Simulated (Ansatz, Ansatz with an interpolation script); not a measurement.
# SiO2 (Imma): what limits a Wannier interpolation of GW

Aim: vary the Wannier model and the GW settings for SiO2 (Imma) and see what the interpolated bands lose.

Method: maximally localised Wannier functions, LDA, plane waves, PAW, in Ansatz 0.2.0.

Report form: the programs' logs are mostly left out.

### Step 1. Set-up

Symmetry: Imma, No. 74, orthorhombic system. Conventional cell: a = 5.247 Å, b = 9.554 Å, c = 8.883 Å, α = 90.00°, β = 90.00°, γ = 90.00°. Si has 4 O at 1.60 to 1.61 Å nearest. O has 2 Si at 1.61 Å nearest. Nearest to O lie 2 Si at 1.61 Å. O has 2 Si at 1.60 Å nearest. Farther neighbours and most contacts between anions are not listed.

The cell and positions are those that the Materials Project relaxed with its own functionals (PBE, PBE+U or r2SCAN), kept fixed. The default PAW set here is soft_2. Its files were made with PBE.

### Step 2. Wannier model on 8×8×8

The input, input.yaml:

```yaml
crystal:
  lattice:
    - [-2.62333646, 4.776753505, 4.441674725]
    - [2.62333646, -4.776753505, 4.441674725]
    - [2.62333646, 4.776753505, -4.441674725]
  atoms:
    - { symbol: Si, position: [0.9295488, 0.84494489, 0.08460391] }
    - { symbol: Si, position: [0.73965902, 0.15505511, 0.58460391] }
    - { symbol: Si, position: [0.0704512, 0.15505511, 0.91539609] }
    - { symbol: Si, position: [0.26034098, 0.84494489, 0.41539609] }
    - { symbol: O, position: [0.13068887, 0.88068887, 0.25] }
    - { symbol: O, position: [0.86931113, 0.11931113, 0.75] }
    - { symbol: O, position: [0.79317541, 0.5, 0.79317541] }
    - { symbol: O, position: [0.20682459, 0.0, 0.70682459] }
    - { symbol: O, position: [0.20682459, 0.5, 0.20682459] }
    - { symbol: O, position: [0.79317541, 0.0, 0.29317541] }
    - { symbol: O, position: [0.0, 0.0, 0.0] }
    - { symbol: O, position: [0.5, 0.0, 0.5] }
kpoints:
  mp_grid: { grid: [4, 4, 4] }
hamiltonian:
  xc: lda
scf:
  occupations: { method: fixed }
  n_extra_bands: 118
output:
  wannier:
    kmesh: [8, 8, 8]
    projections:
      - { species: O, l: p, shell: 2 }
      - { species: Si, l: s, shell: 3 }
      - { species: Si, l: p, shell: 3 }
    minimise: true
    write_hr: true
    seedname: w
    conv_tol: 1.0e-06
    max_iter: 20000
    stability_check: false
    disentanglement:
      window: [-4.52, 14.89]
      frozen_window: [-4.52, 7.59]
      conv_tol: 1.0e-08
```

On the command line:

```sh
ansatz run input.yaml --threads 16 --pin off --max-ram 64512MiB --backend cuda --events-out ev --progress --plain --runs-dir out --devices 1 --max-vram 78GiB
```

Elapsed: 16 s, on 1 × NVIDIA GB200 (shared by 2 runs) with 16 threads of Arm Neoverse V2, shared host; peak memory 3.1 GiB.

The run ended with an error after its SCF cycle had converged; no result of it is taken.

### Step 3. Wannier model on 8×8×8

input.yaml: that of step 2 with these lines changed.

```diff
@@ -39,4 +39,4 @@
     disentanglement:
-      window: [-4.52, 14.89]
-      frozen_window: [-4.52, 7.59]
+      window: [-4.52, 18.63]
+      frozen_window: [-4.52, 8.59]
       conv_tol: 1.0e-08
```

Elapsed: 21 s, on 1 × NVIDIA GB200 (shared by 2 runs) with 16 threads; peak memory 3.3 GiB.

The run ended with an error after its SCF cycle had converged; no result of it is taken.

### Step 4. Wannier model on 8×8×8

Localised functions give a small Hamiltonian that interpolates between mesh points at no cost.

input.yaml: that of step 3 with these lines changed.

```diff
@@ -39,4 +39,4 @@
     disentanglement:
-      window: [-4.52, 18.63]
-      frozen_window: [-4.52, 8.59]
+      window: [-10.97, 13.76]
+      frozen_window: [-10.97, 7.59]
       conv_tol: 1.0e-08
```

Run time: 20 s. Hardware: 1 × NVIDIA GB200 (shared by 2 runs) with 16 threads; peak memory 3 GiB.

This step gave:

```yaml
gauge_invariant_spread: 53.37 Å²
diagonal_spread: 0.06316 Å²
off_diagonal_spread: 13.03 Å²
total_spread: 66.46 Å²
least_projectability: 0.1818
localisation_steps: 163
disentanglement_steps: 525
r_m_s_interpolation_error: 7.45e-4 eV
r_m_s_error_near_the_gap: 0.001130 eV
```

Near the gap the model misses directly solved bands by 1.1 meV r.m.s. and by 13 meV at most in the window tested. This tests the starting bands, not the corrections carried with them.

Frozen up to 8.42 eV; above it the model need not follow the bands. The electronic bands at the labelled points (eV, zero at the valence-band top):

```csv
point,band 29,band 30,band 31,band 32,band 33,band 34,band 35,band 36
Γ,-1.06,-0.72,-0.43,0.00,5.42,8.39,8.82,9.11
halfway,-0.63,-0.56,-0.31,-0.01,6.01,7.97,7.97,8.97
X,-0.56,-0.24,-0.21,-0.02,7.33,7.39,7.69,7.83
halfway,-0.80,-0.28,-0.20,-0.20,7.54,7.62,7.84,8.00
F0,-1.20,-0.59,-0.48,-0.18,7.95,8.12,8.13,8.37
jump to Σ0,-1.20,-0.59,-0.48,-0.18,7.95,8.12,8.13,8.37
halfway,-1.30,-0.93,-0.53,-0.27,6.27,8.48,9.17,9.24
Γ,-1.06,-0.72,-0.43,0.00,5.42,8.39,8.82,9.11
halfway,-0.57,-0.49,-0.42,-0.12,6.01,7.93,8.00,8.79
Λ0,-0.56,-0.24,-0.21,-0.03,7.28,7.40,7.63,7.94
jump to G0,-0.56,-0.24,-0.21,-0.03,7.28,7.40,7.63,7.94
halfway,-0.56,-0.24,-0.21,-0.03,7.32,7.39,7.67,7.87
X,-0.56,-0.24,-0.21,-0.02,7.33,7.39,7.69,7.83
jump to Γ,-1.06,-0.72,-0.43,0.00,5.42,8.39,8.82,9.11
halfway,-0.97,-0.97,-0.39,-0.27,6.10,8.35,8.77,9.16
R,-0.89,-0.85,-0.74,-0.20,7.58,7.74,8.38,8.40
halfway,-0.89,-0.86,-0.62,-0.26,7.69,7.80,8.23,8.26
W,-0.88,-0.88,-0.41,-0.41,7.91,7.91,8.03,8.03
halfway,-0.75,-0.73,-0.39,-0.29,6.86,7.24,8.84,8.96
S,-0.56,-0.54,-0.31,-0.14,6.38,6.91,8.46,9.06
halfway,-0.75,-0.63,-0.40,-0.05,5.74,7.78,8.57,9.02
Γ,-1.06,-0.72,-0.43,0.00,5.42,8.39,8.82,9.11
halfway,-1.15,-0.81,-0.34,-0.32,6.09,8.39,8.82,9.10
T,-0.98,-0.98,-0.40,-0.40,7.61,7.61,8.85,8.85
halfway,-0.93,-0.93,-0.40,-0.40,7.70,7.70,8.41,8.41
W,-0.88,-0.88,-0.41,-0.41,7.91,7.91,8.03,8.03
```

The same for Kohn-Sham, solved directly:

| point | band 29 | band 30 | band 31 | band 32 | band 33 | band 34 | band 35 | band 36 |
| --- | --- | --- | --- | --- | --- | --- | --- | --- |
| Γ | -1.06 | -0.72 | -0.43 | 0.00 | 5.42 | 8.39 | 8.59 | 8.79 |
| X | -0.56 | -0.24 | -0.21 | -0.02 | 7.33 | 7.39 | 7.69 | 7.83 |
| F0 | -1.20 | -0.59 | -0.48 | -0.18 | 7.96 | 8.11 | 8.13 | 8.36 |
| Σ0 | -1.20 | -0.59 | -0.48 | -0.18 | 7.96 | 8.11 | 8.13 | 8.36 |
| Γ | -1.06 | -0.72 | -0.43 | 0.00 | 5.42 | 8.39 | 8.59 | 8.79 |
| Λ0 | -0.56 | -0.24 | -0.21 | -0.03 | 7.28 | 7.40 | 7.63 | 7.94 |
| G0 | -0.56 | -0.24 | -0.21 | -0.03 | 7.28 | 7.40 | 7.63 | 7.94 |
| X | -0.56 | -0.24 | -0.21 | -0.02 | 7.33 | 7.39 | 7.69 | 7.83 |
| Γ | -1.06 | -0.72 | -0.43 | 0.00 | 5.42 | 8.39 | 8.59 | 8.79 |
| R | -0.89 | -0.85 | -0.74 | -0.20 | 7.58 | 7.74 | 8.38 | 8.40 |
| W | -0.88 | -0.88 | -0.41 | -0.41 | 7.91 | 7.91 | 8.03 | 8.03 |
| S | -0.56 | -0.54 | -0.31 | -0.14 | 6.38 | 6.91 | 8.45 | 8.93 |
| Γ | -1.06 | -0.72 | -0.43 | 0.00 | 5.42 | 8.39 | 8.59 | 8.79 |
| T | -0.98 | -0.98 | -0.40 | -0.40 | 7.61 | 7.61 | 8.84 | 8.84 |

### Step 5. Wannier model on 4×4×4

input.yaml: that of step 4 with these lines changed.

```diff
@@ -27,3 +27,3 @@
   wannier:
-    kmesh: [8, 8, 8]
+    kmesh: [4, 4, 4]
     projections:
```

Run time: 3.2 s. Hardware: 1 × NVIDIA GB200 (shared by 2 runs) with 16 threads; peak memory 1.3 GiB.

Numbers from this step:

```
gauge-invariant spread     : 49.67 Å²
diagonal spread            : 0.05885 Å²
off-diagonal spread        : 12.23 Å²
total spread               : 61.96 Å²
least projectability       : 0.1817
localisation steps         : 61
disentanglement steps      : 155
r.m.s. interpolation error : 0.005414 eV
r.m.s. error near the gap  : 0.008228 eV
```

Near the gap the model misses directly solved bands by 8.2 meV r.m.s. and by 105 meV at most in the window tested. This tests the starting bands, not the corrections carried with them.

Frozen up to 8.42 eV; above it the model need not follow the bands. Electronic bands along the path, in eV, zero at the valence-band top; v1 is the highest filled band, c1 the lowest empty one:

```
     point     v4     v3     v2     v1    c1    c2    c3    c4
         Γ  -1.06  -0.72  -0.43   0.00  5.42  8.39  8.83  9.12
   halfway  -0.63  -0.56  -0.31  -0.01  6.01  7.97  7.97  8.97
         X  -0.56  -0.24  -0.21  -0.02  7.33  7.39  7.69  7.83
   halfway  -0.80  -0.28  -0.20  -0.20  7.55  7.63  7.86  7.98
        F0  -1.20  -0.59  -0.48  -0.18  7.97  8.14  8.16  8.38
jump to Σ0  -1.20  -0.59  -0.48  -0.18  7.97  8.14  8.16  8.38
   halfway  -1.30  -0.93  -0.53  -0.27  6.24  8.48  9.17  9.23
         Γ  -1.06  -0.72  -0.43   0.00  5.42  8.39  8.83  9.12
   halfway  -0.57  -0.49  -0.42  -0.12  6.01  7.94  8.02  8.79
        Λ0  -0.56  -0.24  -0.20  -0.03  7.27  7.39  7.61  7.98
jump to G0  -0.56  -0.24  -0.20  -0.03  7.27  7.39  7.61  7.98
   halfway  -0.56  -0.24  -0.21  -0.03  7.31  7.39  7.66  7.89
         X  -0.56  -0.24  -0.21  -0.02  7.33  7.39  7.69  7.83
 jump to Γ  -1.06  -0.72  -0.43   0.00  5.42  8.39  8.83  9.12
   halfway  -0.97  -0.97  -0.39  -0.27  6.10  8.35  8.79  9.19
         R  -0.89  -0.85  -0.74  -0.20  7.58  7.74  8.38  8.40
   halfway  -0.89  -0.86  -0.62  -0.26  7.67  7.78  8.25  8.28
         W  -0.88  -0.88  -0.41  -0.41  7.91  7.91  8.03  8.03
   halfway  -0.75  -0.73  -0.39  -0.29  6.86  7.23  8.83  8.95
         S  -0.56  -0.54  -0.31  -0.14  6.38  6.91  8.46  9.06
   halfway  -0.75  -0.63  -0.40  -0.05  5.74  7.78  8.57  9.02
         Γ  -1.06  -0.72  -0.43   0.00  5.42  8.39  8.83  9.12
   halfway  -1.15  -0.81  -0.34  -0.32  6.09  8.39  8.84  9.11
         T  -0.98  -0.98  -0.40  -0.40  7.61  7.61  8.86  8.86
   halfway  -0.93  -0.93  -0.40  -0.40  7.70  7.70  8.44  8.44
         W  -0.88  -0.88  -0.41  -0.41  7.91  7.91  8.03  8.03
```

The same for Kohn-Sham, solved directly:

```csv
point,v4,v3,v2,v1,c1,c2,c3,c4
Γ,-1.06,-0.72,-0.43,0.00,5.42,8.39,8.59,8.79
X,-0.56,-0.24,-0.21,-0.02,7.33,7.39,7.69,7.83
F0,-1.20,-0.59,-0.48,-0.18,7.96,8.11,8.13,8.36
Σ0,-1.20,-0.59,-0.48,-0.18,7.96,8.11,8.13,8.36
Γ,-1.06,-0.72,-0.43,0.00,5.42,8.39,8.59,8.79
Λ0,-0.56,-0.24,-0.21,-0.03,7.28,7.40,7.63,7.94
G0,-0.56,-0.24,-0.21,-0.03,7.28,7.40,7.63,7.94
X,-0.56,-0.24,-0.21,-0.02,7.33,7.39,7.69,7.83
Γ,-1.06,-0.72,-0.43,0.00,5.42,8.39,8.59,8.79
R,-0.89,-0.85,-0.74,-0.20,7.58,7.74,8.38,8.40
W,-0.88,-0.88,-0.41,-0.41,7.91,7.91,8.03,8.03
S,-0.56,-0.54,-0.31,-0.14,6.38,6.91,8.45,8.93
Γ,-1.06,-0.72,-0.43,0.00,5.42,8.39,8.59,8.79
T,-0.98,-0.98,-0.40,-0.40,7.61,7.61,8.84,8.84
```

### Step 6. A faulty Wannier input

input.yaml: that of step 5 with these lines changed.

```diff
@@ -38,5 +38,2 @@
     stability_check: false
-    disentanglement:
-      window: [-10.97, 13.76]
-      frozen_window: [-10.97, 7.59]
-      conv_tol: 1.0e-08
+    disentanglement: { window: [-10.97, 13.76] }
```

The job ended after 3.7 s (1 × NVIDIA GB200 (shared by 2 runs) with 16 threads; peak memory 1.4 GiB; 13 s of CPU time).

Numbers from this step:

```
gauge-invariant spread     : 44.54 Å²
diagonal spread            : 0.01162 Å²
off-diagonal spread        : 9.440 Å²
total spread               : 53.99 Å²
least projectability       : 0.2562
localisation steps         : 63
disentanglement steps      : 285
r.m.s. interpolation error : 0.1753 eV
r.m.s. error near the gap  : 0.2499 eV
```

No frozen window. Electronic bands along the path, in eV, zero at the valence-band top; v1 is the highest filled band, c1 the lowest empty one:

```
     point     v4     v3     v2     v1    c1    c2    c3    c4
         Γ  -1.06  -0.72  -0.42   0.00  6.05  8.72  8.81  9.17
   halfway  -0.63  -0.56  -0.31  -0.01  6.55  8.29  8.47  8.99
         X  -0.56  -0.23  -0.19  -0.02  7.42  7.65  8.09  8.82
   halfway  -0.79  -0.27  -0.20  -0.20  7.68  7.91  8.24  8.90
        F0  -1.17  -0.59  -0.46  -0.18  8.22  8.41  8.48  8.82
jump to Σ0  -1.17  -0.59  -0.46  -0.18  8.22  8.41  8.48  8.82
   halfway  -1.30  -0.92  -0.53  -0.27  6.89  8.81  9.20  9.23
         Γ  -1.06  -0.72  -0.42   0.00  6.05  8.72  8.81  9.17
   halfway  -0.56  -0.48  -0.42  -0.12  6.63  8.25  8.61  8.85
        Λ0  -0.56  -0.24  -0.19  -0.03  7.40  7.66  8.10  8.81
jump to G0  -0.56  -0.24  -0.19  -0.03  7.40  7.66  8.10  8.81
   halfway  -0.56  -0.24  -0.19  -0.03  7.41  7.65  8.09  8.82
         X  -0.56  -0.23  -0.19  -0.02  7.42  7.65  8.09  8.82
 jump to Γ  -1.06  -0.72  -0.42   0.00  6.05  8.72  8.81  9.17
   halfway  -0.97  -0.96  -0.39  -0.27  6.73  8.83  8.86  9.28
         R  -0.89  -0.85  -0.73  -0.19  7.78  8.40  8.49  9.18
   halfway  -0.89  -0.86  -0.62  -0.25  7.86  8.25  8.65  9.09
         W  -0.87  -0.87  -0.41  -0.41  8.05  8.05  8.87  8.87
   halfway  -0.74  -0.73  -0.38  -0.29  7.21  8.28  8.90  8.96
         S  -0.56  -0.54  -0.30  -0.14  6.76  7.96  8.50  9.06
   halfway  -0.75  -0.62  -0.40  -0.05  6.35  8.38  8.69  9.06
         Γ  -1.06  -0.72  -0.42   0.00  6.05  8.72  8.81  9.17
   halfway  -1.14  -0.80  -0.34  -0.32  6.70  8.80  8.99  9.21
         T  -0.98  -0.98  -0.39  -0.39  8.13  8.13  8.92  8.92
   halfway  -0.92  -0.92  -0.40  -0.40  8.09  8.09  8.89  8.89
         W  -0.87  -0.87  -0.41  -0.41  8.05  8.05  8.87  8.87
```

The same for Kohn-Sham, solved directly:

(Unchanged from step 5.)

The fault put into this input: nothing frozen.

### Step 7. G0W0: 4×4×4 mesh, 1429 empty bands, screening to 200 eV

Now the one-shot GW correction: screening in the RPA, then the self-energy of the levels asked for.

This step: G0W0 on LDA, plane waves, PAW.

input.yaml: that of step 6 with these lines changed.

```diff
@@ -24,16 +24,6 @@
   occupations: { method: fixed }
-  n_extra_bands: 118
-output:
-  wannier:
-    kmesh: [4, 4, 4]
-    projections:
-      - { species: O, l: p, shell: 2 }
-      - { species: Si, l: s, shell: 3 }
-      - { species: Si, l: p, shell: 3 }
-    minimise: true
-    write_hr: true
-    seedname: w
-    conv_tol: 1.0e-06
-    max_iter: 20000
-    stability_check: false
-    disentanglement: { window: [-10.97, 13.76] }
+gw:
+  n_empty_bands: 1429
+  ecut_chi: 200.0
+  qp_bands: [v24, c4]
+  screening: { model: contour_deformation }
```

Wall time 3.5 min (1 × NVIDIA GB200 (shared by 2 runs) with 16 threads); peak memory 5.5 GiB.

The G0W0 gap on the mesh is 8.773 eV.

### Step 8. G0W0: 2×2×2 mesh, 1429 empty bands, screening to 200 eV

input.yaml: that of step 7 with these lines changed.

```diff
@@ -19,3 +19,3 @@
 kpoints:
-  mp_grid: { grid: [4, 4, 4] }
+  mp_grid: { grid: [2, 2, 2] }
 hamiltonian:
```

The job ended after 13 s (1 × NVIDIA GB200 (shared by 2 runs) with 16 threads; peak memory 2.8 GiB).

The G0W0 gap on the mesh is 8.803 eV.

### Step 9. G0W0: 4×4×4 mesh, 664 empty bands, screening to 120 eV

input.yaml: that of step 8 with these lines changed.

```diff
@@ -19,3 +19,3 @@
 kpoints:
-  mp_grid: { grid: [2, 2, 2] }
+  mp_grid: { grid: [4, 4, 4] }
 hamiltonian:
@@ -25,4 +25,4 @@
 gw:
-  n_empty_bands: 1429
-  ecut_chi: 200.0
+  n_empty_bands: 664
+  ecut_chi: 120
   qp_bands: [v24, c4]
```

Elapsed: 51 s, on 1 × NVIDIA GB200 (shared by 2 runs) with 16 threads; peak memory 2.8 GiB.

The G0W0 gap on the mesh is 8.550 eV.

### Step 10. G0W0: 4×4×4 mesh, 1429 empty bands, screening to 200 eV, plasmon pole

input.yaml: that of step 9 with these lines changed.

```diff
@@ -25,5 +25,5 @@
 gw:
-  n_empty_bands: 664
-  ecut_chi: 120
+  n_empty_bands: 1429
+  ecut_chi: 200.0
   qp_bands: [v24, c4]
-  screening: { model: contour_deformation }
+  screening: { model: godby_needs }
```

Wall time 11 min (1 × NVIDIA GB200 (shared by 2 runs) with 16 threads); peak memory 23 GiB; 65 min of CPU time.

The G0W0 gap on the mesh is 8.653 eV.

### Step 11. Interpolated results

Times are wall times on 1 × NVIDIA GB200 (shared by 2 runs) with 16 threads of Arm Neoverse V2, shared host, good to a factor of about two.

| GW mesh | empty bands | cutoff (eV) | frequency | gap on mesh (eV) | gap over zone (eV) | direct gap (eV) | valence width (eV) | GW time |
| --- | --- | --- | --- | --- | --- | --- | --- | --- |
| 4×4×4 | 1429 | 200 | contour deformation | 8.773 | 8.773 | 8.773 | 10.399 | 3.5 min |
| 2×2×2 | 1429 | 200 | contour deformation | 8.803 | 8.807 | 8.807 | 10.401 | 13 s |
| 4×4×4 | 664 | 120 | contour deformation | 8.550 | 8.550 | 8.550 | 10.495 | 51 s |
| 4×4×4 | 1429 | 200 | plasmon pole | 8.653 | 8.653 | 8.653 | 10.615 | 11 min |

### Step 12. Results

| Quantity | Value |
| --- | --- |
| 4×4×4 mesh, 1429 empty bands, screening to 200 eV | 8.77 eV |
| 2×2×2 mesh, 1429 empty bands, screening to 200 eV | 8.81 eV |
| 4×4×4 mesh, 664 empty bands, screening to 120 eV | 8.55 eV |
| 4×4×4 mesh, 1429 empty bands, screening to 200 eV, plasmon pole | 8.65 eV |

In words: The largest change, −0.22 eV in the gap over the zone, comes with 4×4×4 mesh, 664 empty bands, screening to 120 eV. The first run is a reference, not a converged one, and where a row moves several settings no single cause can be named. Rows on another GW mesh add that mesh's corrections to the bands of the one model. Nothing frozen (4×4×4): the miss near the gap goes from 8 (the model on 4×4×4) to 250 meV and the total spread from 62.0 to 54.0 Å². With 2×2×2 mesh, 1429 empty bands, screening to 200 eV the gap over the zone moves by +0.03 eV and that on the mesh by +0.03 eV. With 4×4×4 mesh, 664 empty bands, screening to 120 eV the gap over the zone moves by −0.22 eV and that on the mesh by −0.22 eV. With 4×4×4 mesh, 1429 empty bands, screening to 200 eV, plasmon pole the gap over the zone moves by −0.12 eV and that on the mesh by −0.12 eV. Gaps over the zone and on the mesh differ where an edge lies off the mesh, or where a GW run starts from another density: the starting gap over the zone is 5.418 eV, on the GW meshes it is 5.418 eV and 5.414 eV.

[Paths, hosts, dates, memory and timing lines, banners, echoed tables and standing remarks are left out of the program output.]

[Logs are printed without paths, hosts, clocks, repeated set-up lines and the standing remarks that a program may print on its own settings, such as how far it seeks lower states.]

[Runs of the session that timed out or met a known fault of the program may be left out.]

[Hosts, paths, dates, database ids (printed as entryN), source tags and the programs' standing remarks are cut or masked in the printed files.]
